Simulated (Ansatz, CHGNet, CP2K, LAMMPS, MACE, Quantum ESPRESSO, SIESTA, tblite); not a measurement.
# Bulk modulus of amorphous SnO2 (108 atoms) across programs

How stiff is amorphous SnO2 (108 atoms) under an even change of volume, and do other programs and learned potentials give the same pressure and slope as plane waves?

The results are calculated values.

## Step 1: The structure

The cell holds 108 atoms (36 Sn and 72 O), with edges of 11.33, 11.33 and 11.33 Å. Recipe: 108 atoms (36 Sn, 72 O) placed at random at 6.03 g/cm³, melted at 5000 K for 10 ps at fixed volume with the Morse and Coulomb pair potential with partial charges (Pedone, Malavasi, Menziani, Cormack and Segre, J. Phys. Chem. B 110, 11780 (2006)). Quenched from 5000 K to 300 K at 50 K/ps and fixed volume, held 10 ps at zero pressure, then minimised at fixed cell. Then the atoms were relaxed with MACE MPA-0 medium in the fixed cell.

Bonds by pair of elements; cutoffs follow the first minimum of g(r), held within bounds set by covalent radii, and pairs that aren't listed don't count as bonded:

```csv
pair A-B,cutoff (Å),bonds,mean length (Å),spread (Å),shortest (Å),B about A,A about B
O-Sn,2.52,204,2.1,0.094,1.93,2.83,5.67
```

## Step 2: The reference input

Quantum ESPRESSO 7.5: Kohn-Sham DFT, PBE, SSSP efficiency 1.3.0 pseudopotentials, plane waves. Its input, pw.in, for the unchanged cell:

```
&control
  calculation = 'scf'
  pseudo_dir = './pseudo'
  outdir = './tmp'
  disk_io = 'none'
  tprnfor = .true.
  tstress = .true.
/
&system
  ibrav = 0
  nat = 108
  ntyp = 2
  ecutwfc = 60
  ecutrho = 480
  nosym = .true.
  occupations = 'smearing'
  smearing = 'fd'
  degauss = 0.003675
/
&electrons
  conv_thr = 5.4e-07
  electron_maxstep = 100
  mixing_beta = 0.4
  mixing_mode = 'plain'
  diagonalization = 'david'
/
ATOMIC_SPECIES
Sn 118.710 Sn.upf
O 15.999 O.upf
CELL_PARAMETERS angstrom
11.33239 0.00000 0.00000
0.00000 11.33239 0.00000
0.00000 0.00000 11.33239
ATOMIC_POSITIONS crystal
Sn 0.19840 0.26974 0.21118
Sn 0.87620 0.50443 0.57839
Sn 0.28972 0.86311 0.14452
Sn 0.44718 0.62440 0.33254
[... 102 atom lines left out ...]
O 0.85779 0.37448 0.23490
O 0.14566 0.84984 0.45622
K_POINTS gamma
```

```console
$ OMP_NUM_THREADS=1 mpirun -np 4 pw.x -in pw.in > output.txt
```

Run time: 7.2 min. Hardware: 4 MPI ranks of Arm Neoverse V1, shared host; peak memory 5.4 GiB.

It converged with an r.m.s. force component of 0.071 eV/Å and a pressure of 1.2 GPa.

## Step 3: Levels of theory

Every level solves the same cells as single points. CPU time is summed over a level's finished runs, on a host shared with the other runs, so it is rough; the force column is the median over cells of the r.m.s. difference of force components from the reference.

| level | basis or training data | k-points | runs finished | CPU time | peak memory (GiB) | force difference (meV/Å) |
| --- | --- | --- | --- | --- | --- | --- |
| QE, PBE | plane waves, SSSP efficiency, 60/480 Ry | Γ | 3 of 3 | 87 min | 5.6 | reference |
| CP2K double zeta, PBE | DZVP-MOLOPT-SR, GTH-PBE potentials, 600 Ry | Γ | 3 of 3 | 30 min | 7.2 | 86 |
| SIESTA DZP, PBE | DZP orbitals, shift 0.01 Ry, mesh 500 Ry | Γ | 3 of 3 | 32 min | 3.4 | 169 |
| tblite GFN1-xTB | tight binding with its own dispersion term | Γ | 3 of 3 | 18 s | 0.14 | 285 |
| CHGNet 0.3.0 | trained on PBE(+U) plane-wave data | - | 3 of 3 | 13 s | 1.4 | 105 |
| MACE MPA-0 medium | trained on PBE(+U) plane-wave data | - | 3 of 3 | 29 s | 1.2 | 70 |

The reference's own r.m.s. force component runs from 70 to 74 meV/Å over these cells. MACE MPA-0 medium relaxed the atoms, so in the cells that it relaxed its own forces are small, and its entry isn't an independent test there.

## Step 4: Pressure against volume

The cell is scaled evenly, and at each volume MACE MPA-0 medium relaxes the atoms again before the single points. The unchanged volume is 13.475 Å³ an atom. Pressures in GPa:

```csv
level,-3 %,0,+3 %
"QE, PBE",4.46,1.21,-1.49
"CP2K double zeta, PBE",7.68,4.42,1.70
"SIESTA DZP, PBE",8.91,5.40,2.47
tblite GFN1-xTB,-10.88,-11.89,-12.66
CHGNet 0.3.0,4.50,1.34,-1.20
MACE MPA-0 medium,3.83,0.60,-2.04
```

Energy less that of the unchanged cell at the same level, in meV an atom:

```csv
level,-3 %,+3 %
"QE, PBE",7.57,-0.18
"CP2K double zeta, PBE",12.37,-4.68
"SIESTA DZP, PBE",9.30,-1.90
tblite GFN1-xTB,-23.18,25.79
CHGNet 0.3.0,5.15,1.55
MACE MPA-0 medium,5.42,1.76
```

## Step 5: Moduli

From the three volumes nearest the unchanged one: B from the slope of pressure against ln V and from the curvature of the energy, the pressure that the slope of the energy implies, and the volume change at which the printed pressure crosses zero (a dash if it doesn't within the range).

```csv
level,B from pressures (GPa),B from energies (GPa),printed pressure (GPa),pressure from energies (GPa),zero pressure at (%)
"QE, PBE",99.2,97.6,1.21,1.54,+1.3
"CP2K double zeta, PBE",99.7,101.5,4.42,3.38,-
"SIESTA DZP, PBE",107.3,97.8,5.40,2.22,-
tblite GFN1-xTB,29.6,34.5,-11.89,-9.71,-
CHGNet 0.3.0,95.0,88.4,1.34,0.71,+1.6
MACE MPA-0 medium,97.7,94.8,0.60,0.73,+0.7
```

As a check by hand on the reference: from -3 to +3 % the pressure falls by 5.95 GPa while ln V grows by 0.0600, a ratio of 99.2 GPa.

Gap between the highest filled and the lowest empty level on the runs' k-points, in eV:

```csv
level,-3 %,0,+3 %
"QE, PBE",0.52,0.44,0.38
```

## Step 6: Findings

The plane-wave reference (PBE) gives a bulk modulus of 99.2 GPa from its pressures, at a volume where its pressure is 1.21 GPa; that pressure crosses zero at +1.3 %. Other programs at PBE: CP2K double zeta, PBE 99.7 GPa (+0 %) and SIESTA DZP, PBE 107.3 GPa (+8 %); their pressures lie +3.21 to +4.19 GPa from the reference's. Learned potentials: CHGNet 0.3.0 95.0 GPa (-4 %) and MACE MPA-0 medium 97.7 GPa (-2 %); their pressures lie -0.60 to +0.13 GPa from the reference's.

Tight binding: tblite GFN1-xTB 29.6 GPa (-70 %); its pressure lies -13.10 GPa from the reference's. The moduli are read at one volume but at unlike pressures, and a cell under tension is as a rule softer than one under compression. Moduli from the energies run from 34 to 102 GPa and part from those from pressures by as much as +16 % (tblite GFN1-xTB); they rest on small differences of energy, and for levels other than MACE MPA-0 medium they hold the work of leftover forces. Printed pressure and the slope of the energy part noticeably for SIESTA DZP, PBE; the atoms move along a path that isn't these levels' own, so their forces do work along it, and an error in the stress can't be told from that. The reference's gap falls as the cell grows, from 0.52 eV at -3 % to 0.38 eV at +3 %.

**Limits.** The atoms follow MACE MPA-0 medium, not each level's own minimum, so these moduli only approach relaxed ones and hang on that choice. Three points at finite strain give rough moduli, at the given volume rather than at zero pressure. Pressures at a fixed plane-wave cutoff or in a small atom-centred basis hold some basis error. The quench rate of 50 K/ps is many orders above laboratory rates, so the cell is likely richer in defects and strain than a real sample. The reference samples only Γ, in a cell whose shortest periodic width is 11 Å. The reference isn't exact: its cutoffs and mesh weren't converged further here. SIESTA's automatically made basis is far from complete, and its potentials were converted by us (checked for H, C, O, Si, Ge and Ca alone). Spin–orbit coupling is left out. Where levels are smeared, the DFT runs use Fermi–Dirac occupations at 580 K (0.05 eV), and energies are free energies.

[Logs are printed without paths, hosts, clocks, repeated set-up lines and the standing remarks that a program may print on its own settings, such as how far it seeks lower states.]

[Hosts, paths, dates, database ids (printed as entryN), source tags and the programs' standing remarks are cut or masked in the printed files.]
